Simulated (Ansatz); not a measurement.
# Cl on Cu(111): change of the work function, part 2 of 3

How does Cl on the fcc site change the work function of Cu(111) as the layer fills?

Ansatz 0.2.0; plane-wave DFT, PBE, Ansatz PAW.

So far, work function, upper face (eV): step 2 (the clean slab) 4.79.

## Step 3: Adsorbate added, k-mesh 6×6×1, coverage 0.25 ML

System of this step: Cl/Cu(111). The cell holds 17 atoms: 16 Cu and 1 Cl. Cell: a = 5.105 Å, b = 5.105 Å, c = 26.160 Å, α = 90.0°, β = 90.0°, γ = 60.0°. Vacuum lies along c.

The clean slab as it ended is repeated in the plane and the adsorbate is set on one face; the cell's size fixes the coverage, and the k-mesh shrinks with it to keep the sampling density about even. Adsorbate and upper layers relax, since the dipole depends on the height.

Contents of input.yaml:

```yaml
crystal:
  lattice:
    - [5.1053109602, 1.0e-10, 0.0]
    - [2.5526554801, 4.4213289858, 0.0]
    - [0.0, 0.0, 26.1598078638]
  atoms:
    - { symbol: Cu, position: [0.0, 0.0, 0.3440392241] }
    - { symbol: Cu, position: [0.1666666667, 0.1666666667, 0.4237123808] }
    - { symbol: Cu, position: [0.3333333333, 0.3333333333, 0.5033855376] }
    - { symbol: Cu, position: [0.0, 0.0, 0.5830586943] }
    - { symbol: Cu, position: [0.0, 0.5, 0.3440392241] }
    - { symbol: Cu, position: [0.1666666667, 0.6666666667, 0.4237123808] }
    - { symbol: Cu, position: [0.3333333333, 0.8333333333, 0.5033855376] }
    - { symbol: Cu, position: [0.0, 0.5, 0.5830586943] }
    - { symbol: Cu, position: [0.5, 0.0, 0.3440392241] }
    - { symbol: Cu, position: [0.6666666667, 0.1666666667, 0.4237123808] }
    - { symbol: Cu, position: [0.8333333333, 0.3333333333, 0.5033855376] }
    - { symbol: Cu, position: [0.5, 0.0, 0.5830586943] }
    - { symbol: Cu, position: [0.5, 0.5, 0.3440392241] }
    - { symbol: Cu, position: [0.6666666667, 0.6666666667, 0.4237123808] }
    - { symbol: Cu, position: [0.8333333333, 0.8333333333, 0.5033855376] }
    - { symbol: Cu, position: [0.5, 0.5, 0.5830586943] }
    - { symbol: Cl, position: [0.1666666667, 0.1666666667, 0.6559607759] }
kpoints:
  mp_grid: { grid: [6, 6, 1] }
hamiltonian:
  xc: pbe
scf:
  occupations: { method: fermi_dirac, width: 0.1 }
  convergence: { dr2_threshold: 1.0e-08 }
efield:
  axis: 3
  dipole_correction: true
  ramp_position: 0.97
  ramp_width: 0.06
relax:
  f_tol: 0.02
  max_steps: 60
  constraints: [{ sites: [0, 1, 4, 5, 8, 9, 12, 13] }]
output:
  dos: { projected: true, e_range: [-8, 4] }
  write_potential: true
  write_density: true
  volumetric_format: npy
  elf: true
```

Launch:

```console
$ ansatz run input.yaml --threads 4 --pin off --max-ram 6144MiB --backend cpu --events-out ev --progress --plain --runs-dir out
```

Numbers of over 12 decimals in the logs are rounded to 6 here.

Output:

```text
[...]
Crystal: 17 atoms, lattice volume = 590.486 Å³
Basis set: ecut = 420 eV, 11613 PW (Γ), exchange–correlation on 72×72×360 points (8 copies of the dense FFT grid, shifted against one another)
Bands: 187, of which v1, the nominal top of the filled ones, is band 156 counted from 1 (155 counted from 0)
Symmetry: 6 space group operations
[...]
k-points: 7 of 36 (time reversal used)
[...]
SCF iter   1: F=—  HF=-107080.269002 eV  |F-HF|=—  |Δ(HF+E_count)|=         —  Δρ=2.45e-3  dr2=9.59e-2  ethr=1.77e-3  p=-0.061 e·Å  D=-1.88e-2 V/Å  ΔV_dip=0.49 eV  dr2_dipole=2.26e-2  V_vac-E_F(+/−)=5.23/4.74 eV  ⟨swp⟩=7.4  Hψ=5526  notcnv=0  defer=102
[...]
SCF iter  12: F=-107080.292685 eV  HF=-107080.292685 eV  |F-HF|=5.45e-8  |Δ(HF+E_count)|=   3.36e-8  Δρ=7.38e-7  dr2=2.32e-9  ethr=3.22e-12  p=-0.062 e·Å  D=-1.90e-2 V/Å  ΔV_dip=0.50 eV  dr2_dipole=9.20e-12  V_vac-E_F(+/−)=5.32/4.82 eV  ⟨swp⟩=10.6  Hψ=8927  notcnv=0
SCF 1 converged in 12 iterations: F = -107080.292685 eV  dr2 = 2.32e-9
[...]
relax step   1: F+E_penalty+E_count = -107080.29268516 eV  Δ(F+E_penalty+E_count) = +0.000e0 eV  max|allowed force component| = 3.801e-1 eV/Å  Δτ_max = 0.0000 Å  (12 SCF iters, accepted)
[...]
iter 1 solved again at ethr=2.02e-6 eV; its pass at ethr=3.10e-3 eV (dr2=6.27e-3 eV) is discarded
[...]
SCF iter  10: F=-107080.313139 eV  HF=-107080.313139 eV  |F-HF|=4.74e-8  |Δ(HF+E_count)|=   2.42e-9  Δρ=4.43e-7  dr2=1.22e-9  ethr=3.22e-12  p=-0.063 e·Å  D=-1.92e-2 V/Å  ΔV_dip=0.50 eV  dr2_dipole=2.51e-11  V_vac-E_F(+/−)=5.32/4.82 eV  ⟨swp⟩=11.7  Hψ=10245  notcnv=0
SCF 2 converged in 10 iterations: F = -107080.313139 eV  dr2 = 1.22e-9
relax step   2: F+E_penalty+E_count = -107080.31313882 eV  Δ(F+E_penalty+E_count) = -2.045e-2 eV  max|allowed force component| = 2.628e-1 eV/Å  Δτ_max = 0.0328 Å  (10 SCF iters, accepted)
SCF iter   1: F=—  HF=-107080.351819 eV  |F-HF|=—  |Δ(HF+E_count)|=         —  Δρ=3.79e-3  dr2=4.84e-2  ethr=1.35e-4  p=-0.063 e·Å  D=-1.92e-2 V/Å  ΔV_dip=0.50 eV  dr2_dipole=3.65e-4  V_vac-E_F(+/−)=5.32/4.82 eV  ⟨swp⟩=4.3  Hψ=3186  notcnv=0  defer=132
[...]
SCF iter  12: F=-107080.334348 eV  HF=-107080.334348 eV  |F-HF|=2.46e-8  |Δ(HF+E_count)|=   6.12e-8  Δρ=1.15e-6  dr2=5.31e-9  ethr=3.22e-12  p=-0.062 e·Å  D=-1.89e-2 V/Å  ΔV_dip=0.49 eV  dr2_dipole=2.25e-10  V_vac-E_F(+/−)=5.32/4.82 eV  ⟨swp⟩=13.1  Hψ=9395  notcnv=0
SCF 3 converged in 12 iterations: F = -107080.334348 eV  dr2 = 5.31e-9
[...]
relax step   3: F+E_penalty+E_count = -107080.33434777 eV  Δ(F+E_penalty+E_count) = -2.121e-2 eV  max|allowed force component| = 7.302e-2 eV/Å  Δτ_max = 0.0773 Å  (12 SCF iters, accepted)
[...]
relax step   4: F+E_penalty+E_count = -107080.33474689 eV  Δ(F+E_penalty+E_count) = -3.991e-4 eV  max|allowed force component| = 3.930e-2 eV/Å  Δτ_max = 0.0064 Å  (9 SCF iters, accepted)
SCF iter   1: F=—  HF=-107080.335096 eV  |F-HF|=—  |Δ(HF+E_count)|=         —  Δρ=1.35e-4  dr2=4.53e-4  ethr=7.50e-7  p=-0.060 e·Å  D=-1.83e-2 V/Å  ΔV_dip=0.48 eV  dr2_dipole=1.68e-4  V_vac-E_F(+/−)=5.30/4.82 eV  ⟨swp⟩=2.9  Hψ=2244  notcnv=0  defer=6
[...]
SCF iter   7: F=-107080.334876 eV  HF=-107080.334876 eV  |F-HF|=9.25e-8  |Δ(HF+E_count)|=   2.75e-7  Δρ=1.53e-6  dr2=9.20e-9  ethr=3.22e-12  p=-0.058 e·Å  D=-1.76e-2 V/Å  ΔV_dip=0.46 eV  dr2_dipole=4.99e-11  V_vac-E_F(+/−)=5.28/4.82 eV  ⟨swp⟩=12.4  Hψ=9759  notcnv=0
SCF 5 converged in 7 iterations: F = -107080.334876 eV  dr2 = 9.20e-9
[...]
relax step   5: F+E_penalty+E_count = -107080.33487622 eV  Δ(F+E_penalty+E_count) = -1.293e-4 eV  max|allowed force component| = 1.235e-3 eV/Å  Δτ_max = 0.0068 Å  (7 SCF iters, accepted)
NSCF: frozen V_eff on 7 k-points
[...]
WARN: The output density's exchange-correlation potential varies sharply where the density is thin. Do not read a vacuum level from v_tot or v_xc, or from such a field of the output density. On a cell that repeats whose density bears no net charge and no dipole along the vacuum's axis use v_es (v_loc + v_h of the components); under efield.dipole_correction with no amplitude use v_es + v_field, which holds any externa [...]
SCF converged after 7 iterations
Free energy (F): -107080.334876 eV
[...]
Internal energy: -107080.143437 eV  (E = F + TS)
E sigma→0 (E₀):  -107080.239157 eV
Entropy (-TS):   -0.191439 eV (-11.261 meV/atom)
Fermi energy:    2.328549 eV
Dipole field:    D = -0.017633 V/Å  (p = -0.057542 e·Å, saw-weighted, corrected)
Work function:   Φ+ = 5.2823 eV   Φ− = 4.8210 eV
[...]
--- Forces (eV/Å), atoms counted from 1 ---
  atom   1  Cu    -0.00706953    -0.00408159    -0.01306475
  atom   2  Cu    -0.00000000    -0.00000000    -0.04494324
  atom   3  Cu     0.00030153     0.00017409    -0.00091653
  atom   4  Cu     0.00028794     0.00016624     0.00062422
  atom   5  Cu    -0.00000000     0.00816319    -0.01306475
  atom   6  Cu    -0.06465979     0.03733135     0.02778292
  atom   7  Cu     0.00000000    -0.00034818    -0.00091653
  atom   8  Cu     0.00000000    -0.00033248     0.00062422
  atom   9  Cu     0.00706953    -0.00408159    -0.01306475
  atom  10  Cu     0.00000000    -0.07466269     0.02778292
  atom  11  Cu    -0.00030153     0.00017409    -0.00091653
  atom  12  Cu    -0.00028794     0.00016624     0.00062422
  atom  13  Cu     0.00000000    -0.00000000     0.00353182
  atom  14  Cu     0.06465979     0.03733135     0.02778292
  atom  15  Cu    -0.00000000     0.00000000    -0.00123514
  atom  16  Cu     0.00000000     0.00000000    -0.00022965
  atom  17  Cl    -0.00000000    -0.00000000    -0.00033287
  max |Σ_I F_I| component: 6.85e-5 eV/Å
--- Band table (eV; the first three rows and the last of 7) ---
  k-point 0: bands = [... 152 lower, 2.1267, 2.1848, 2.1848, 2.6617, 3.1206, 3.1206, 3.2954, 3.6831, ... 27 higher]
  k-point 1: bands = [... 152 lower, 1.7120, 1.9693, 2.2068, 2.2502, 2.8125, 2.8590, 3.1470, 3.5016, ... 27 higher]
  k-point 2: bands = [... 152 lower, 1.3007, 2.1589, 2.2280, 2.3313, 2.6411, 2.8524, 3.1056, 4.0384, ... 27 higher]
  k-point 6: bands = [... 152 lower, 0.9192, 1.1725, 1.8945, 1.9206, 2.3701, 3.9659, 4.0462, 4.5747, ... 27 higher]
--- Relaxed structure (5 steps of the walk, 5 accepted, 0 SCFs on fresh bases) ---
  F+E_penalty+E_count = -107080.33487622 eV   max|allowed force component| = 1.235e-3 eV/Å
  atoms:
    - { symbol: Cu, position: [-1.7959490104491818e-17, -1.7959490104491815e-17, 0.3440392241] }
    - { symbol: Cu, position: [0.166667, 0.166667, 0.4237123808] }
    - { symbol: Cu, position: [0.332269, 0.332269, 0.502807] }
    - { symbol: Cu, position: [-0.00187526, -0.00187526, 0.584221] }
    - { symbol: Cu, position: [2.7755575615628914e-17, 0.500000, 0.3440392241] }
    - { symbol: Cu, position: [0.166667, 0.666667, 0.4237123808] }
    - { symbol: Cu, position: [0.332269, 0.835463, 0.502807] }
    - { symbol: Cu, position: [-0.00187526, 0.503751, 0.584221] }
    - { symbol: Cu, position: [0.500000, -1.7959490104895715e-17, 0.3440392241] }
    - { symbol: Cu, position: [0.666667, 0.166667, 0.4237123808] }
    - { symbol: Cu, position: [0.835463, 0.332269, 0.502807] }
    - { symbol: Cu, position: [0.503751, -0.00187526, 0.584221] }
    - { symbol: Cu, position: [0.5, 0.500000, 0.3440392241] }
    - { symbol: Cu, position: [0.666667, 0.666667, 0.4237123808] }
    - { symbol: Cu, position: [0.833333, 0.833333, 0.506092] }
    - { symbol: Cu, position: [0.5, 0.500000, 0.579044] }
    - { symbol: Cl, position: [0.166667, 0.166667, 0.655791] }
```

The job ended after 2.4 min (4 threads of Arm Neoverse V1, shared host; peak memory 2.7 GiB).

This run has no spin polarisation although its electron count is odd.

Step by step:

```tsv
step	energy less that of the first step (eV)	largest force component (eV/Å)
1	0.0000	0.3801
2	-0.0205	0.2628
3	-0.0417	0.0730
4	-0.0421	0.0393
5	-0.0422	0.0012
```

The run keeps the 6 symmetry operations that it works with, so distortions that break them were not tested.

The atoms that moved most (Å):

```tsv
atom	dx	dy	dz	length
Cu16	0.000	0.000	-0.105	0.105
Cu15	0.000	0.000	0.071	0.071
Cu4	-0.014	-0.008	0.030	0.035
Cu12	0.014	-0.008	0.030	0.035
Cu8	0.000	0.017	0.030	0.035
Cu3	-0.008	-0.005	-0.015	0.018
Cu7	0.000	0.009	-0.015	0.018
Cu11	0.008	-0.005	-0.015	0.018
```

The relaxed structure:

```xyz
17
Lattice="5.1053 0.0000 0.0000 2.5527 4.4213 0.0000 0.0000 0.0000 26.1598" Properties=species:S:1:pos:R:3
Cu    0.0000    0.0000    9.0000
Cu    1.2763    0.7369   11.0842
Cu    2.5445    1.4691   13.1533
Cu   -0.0144   -0.0083   15.2831
Cu    1.2763    2.2107    9.0000
Cu    2.5527    2.9476   11.0842
Cu    3.8290    3.6939   13.1533
Cu    1.2763    2.2272   15.2831
Cu    2.5527    0.0000    9.0000
Cu    3.8290    0.7369   11.0842
Cu    5.1135    1.4691   13.1533
Cu    2.5670   -0.0083   15.2831
Cu    3.8290    2.2107    9.0000
Cu    5.1053    2.9476   11.0842
Cu    6.3816    3.6844   13.2393
Cu    3.8290    2.2107   15.1477
Cl    1.2763    0.7369   17.1554
```

Numbers from this step:

| Property | Result |
| --- | --- |
| energy at zero smearing | -107080.2392 eV |
| work function, upper face | 5.282 eV |
| work function, lower face | 4.821 eV |
| dipole along the normal | -0.05754 e·Å |
| step between the vacuum levels | 0.4613 eV |

Running mean over 2.084 Å of the planar mean; the ramp of the sawtooth is left out. Table of electron's electrostatic potential energy less the Fermi level by z:

z (Å), electron's electrostatic potential energy less the Fermi level (eV) and a bar from the least value:
```
      3.5       4.82 #############################
      4.0       4.82 #############################
      4.5       4.82 #############################
      5.0       4.82 #############################
      5.5       4.81 #############################
      6.0       4.77 #############################
      6.5       4.63 #############################
      7.0       4.14 ############################
      7.5       2.04 #######################
      8.0      -2.71 #############
      8.5      -7.05 ####
      9.0      -8.50 #
      9.5      -8.70 
     10.0      -8.75 
     10.5      -8.78 
     11.0      -8.80 
     11.5      -8.77 
     12.0      -8.72 
     12.5      -8.72 
     13.0      -8.77 
     13.5      -8.81 
     14.0      -8.85 
     14.5      -8.84 
     15.0      -8.81 
     15.5      -8.53 #
     16.0      -6.52 #####
     16.5      -2.56 #############
     17.0       0.66 ####################
     17.5       1.89 #######################
     18.0       3.05 #########################
     18.5       4.36 ############################
     19.0       5.09 ##############################
     19.5       5.25 ##############################
     20.0       5.28 ##############################
     20.5       5.28 ##############################
     21.0       5.28 ##############################
     21.5       5.28 ##############################
     22.0       5.28 ##############################
     22.5       5.28 ##############################
     23.0       5.28 ##############################
```

The density of states has structure finer than the step of the table below, so its rows give means over 0.25 eV, whole bins alone (the curve runs from -8 to 1.98 eV). Peaks (eV: height): -3.190: 85.9, -2.890: 80.9, -2.710: 99.1, -2.650: 92.3, -2.080: 84.2, -1.710: 80.0, -1.590: 95.8.

Density of states against energy, zero at the Fermi level; means over each step:

```tsv
energy (eV)	density of states (states/eV a cell)
-7.75	1.16
-7.50	2.51
-7.25	2.25
-7.00	2.05
-6.75	1.90
-6.50	3.49
-6.25	2.63
-6.00	4.14
-5.75	3.76
-5.50	6.23
-5.25	8.22
-5.00	9.50
-4.75	16.2
-4.50	20.6
-4.25	27.4
-4.00	36.9
-3.75	30.0
-3.50	34.8
-3.25	44.9
-3.00	53.1
-2.75	77.6
-2.50	47.8
-2.25	53.1
-2.00	66.9
-1.75	66.2
-1.50	65.4
-1.25	10.2
-1.00	7.63
-0.75	5.74
-0.50	6.12
-0.25	6.77
0.00	5.78
0.25	1.14
0.50	8.87
0.75	4.49
1.00	4.44
1.25	3.99
1.50	4.74
1.75	5.12
```

Projected DOS per atom over height of the atomic layer and energy from the Fermi level. Layers: Cu4 Cu4 Cu4 Cu4 Cl from below.

Ten even steps from '_' (0.03 states/eV) to '@' (4.88 states/eV), each cell a mean:
```
__________
__________
__________
__________
__________
__________
__________
++++++++..
@@####%%__
##++++##..
@@####%%__
==++++==__
--======::
::====::--
..::::..++
__......--
________::
________..
__________
__________
__________
__________
```
Columns: height of the atomic layer (Å) from 9 to 17.2; rows upwards: energy from the Fermi level (eV) from -7.96 to 1.95.

ELF in the ca plane at fractional y = 0.167, with atoms of Cu and Cl within 0.2 Å of it. It is the smooth field of the valence electrons, not physical close to the nuclei.

Ten even steps from '0' (0.00) to '9' (0.87), each cell a mean:
```
12221222222212212212212588864200000000000000
12211222222212212212211234431000000000000000
22222212222222222211221101100000000000000000
22222225632222222222222100000000000000000000
33333127942233222233332100000000000000000000
22222224532222222222222100000000000000000000
22222212222221112212211111110000000000000000
12221222222212212212211245542100000000000000
12211222222212212212112689874200000000000000
22222212222222222211115999996310000000000000
22222225632222222222137877997410000000000000
33333127942233322222248845998410000000000000
22222224532222222221137988997410000000000000
22222212222221112211115899986310000000000000
```
Columns run along c (16.0 Å, from fractional 0.31 to 0.93 of the cell), rows up along a (5.1 Å). Atoms in or near the plane, at fractional coordinates: Cu at (0.42, 0.17), Cu at (0.42, 0.67), Cl at (0.66, 0.17).

Electrostatic potential energy in the ca plane at fractional y = 0.167, with atoms of Cu and Cl within 0.2 Å of it. With pseudopotentials it is smooth inside the atoms' cores, unlike the true potential.

Ten even steps from '0' (-43 eV) to '9' (7 eV), each cell a mean:
```
85458998889874478864578999999999999999999999
86568988889875578875579999999999999999999999
98788874358887789987789999999999999999999999
99899830016898899998899999999999999999999999
99999720005899999999999999999999999999999999
98889840016898899998899999999999999999999999
87678875468887789886789999999999999999999999
85458998889874478864579999999999999999999999
86568988889875578875578888999999999999999999
98788874358887789987788644699999999999999999
99899830016898899998887200289999999999999999
99999720005899999999986100179999999999999999
98889840016888899998887300389999999999999999
87678875468887789987788755799999999999999999
```
Columns run along c (16.0 Å, from fractional 0.31 to 0.93 of the cell; values clipped at the 3rd and 97th percentile), rows up along a (5.1 Å). Atoms in or near the plane, at fractional coordinates: Cu at (0.42, 0.17), Cu at (0.42, 0.67), Cl at (0.66, 0.17).

Valence density in the ca plane at fractional y = 0.167, with atoms of Cu and Cl within 0.2 Å of it. It is the smooth field of the valence electrons, not physical close to the nuclei.

Ten steps, logarithmic in the rise over the least value, from '0' (0 e/Å³) to '9' (45 e/Å³), each cell a mean:
```
12321001100012211112210111000000000000000000
12221001110012210112210000000000000000000000
01111013421011110011100000000000000000000000
00100137862001000000000000000000000000000000
00000149972000000000000000000000000000000000
00110136751001100001100000000000000000000000
01111012321011110011110000000000000000000000
12321001100012211112210000000000000000000000
12221001110012210112210111000000000000000000
01111013421011110011111222210000000000000000
00100137862001100000012333310000000000000000
00000149972100000000012322310000000000000000
00110136751001100000111333310000000000000000
01111012321011110011111222100000000000000000
```
Columns run along c (16.0 Å, from fractional 0.31 to 0.93 of the cell), rows up along a (5.1 Å). Atoms in or near the plane, at fractional coordinates: Cu at (0.42, 0.17), Cu at (0.42, 0.67), Cl at (0.66, 0.17).

The relaxation took 5 steps and lowered the energy by 0.042 eV; the largest force on the free atoms ends at 0.0012 eV/Å.

By hand: a sheet of dipoles makes a step −p/(ε₀A) in the electron's potential. With e/ε₀ = 180.95 V·Å, p = -0.05754 e·Å and A = 22.57 Å², that is −180.95 × (-0.05754) / 22.57 = +0.461 eV, and the two vacuum levels of the run differ by +0.461 eV.

The covered face has 5.28 eV, +0.50 eV against the clean one; the bare back face has moved by +0.04 eV, a measure of how thin the slab is.

(Part 2 of 3 ends here.)

[Logs are printed without paths, hosts, clocks, repeated set-up lines and the standing remarks that a program may print on its own settings, such as how far it seeks lower states.]

[Hosts, paths, dates, database ids (printed as entryN), source tags and the programs' standing remarks are cut or masked in the printed files.]

[Maps of the electrostatic potential energy from Ansatz leave out the sawtooth potential of an applied field or a dipole correction, so their vacuum need not be flat; planar profiles and work functions include it.]
